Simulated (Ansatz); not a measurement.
Rows from a G0W0 calculation on Sb2Se3 (Antimonselite) (Ansatz 0.2.0; G0W0 on PBE, plane waves, PAW; 2×4×2 mesh, 1419 empty bands, screening to 110 eV), in eV. Spin-orbit coupling is left out.

```csv
row,Σx,Σc,Vxc,Z
A,-9.82,-3.09,-12.88,0.77
B,-16.72,1.18,-15.20,0.74
C,-16.15,0.90,-14.92,0.74
D,-10.15,-3.46,-13.71,0.77
E,-10.01,-3.19,-13.21,0.77
F,-16.02,0.59,-15.17,0.75
```

**Question.** Which rows are filled states and which are empty ones, and how can one tell?

Filled: B, C and F. Empty: A, D and E. The sign of Σc tells: for a filled state bare exchange, which holds its interaction with itself, lies below Vxc (Σx − Vxc is -0.9 eV or lower here) and screening gives part back as a positive Σc. For an empty state Σx lies above Vxc (+3.1 eV or more) and the Coulomb hole leaves Σc negative.

[Paths, hosts, dates, memory and timing lines, banners, echoed tables and standing remarks are left out of the program output.]

[Logs are printed without paths, hosts, clocks, repeated set-up lines and the standing remarks that a program may print on its own settings, such as how far it seeks lower states.]

[Runs of the session that timed out or met a known fault of the program may be left out.]

[Cells called generated may have been cut or substituted from an entry of the Crystallography Open Database or the Materials Project.]

[Hosts, paths, dates, database ids (printed as entryN), source tags and the programs' standing remarks are cut or masked in the printed files.]
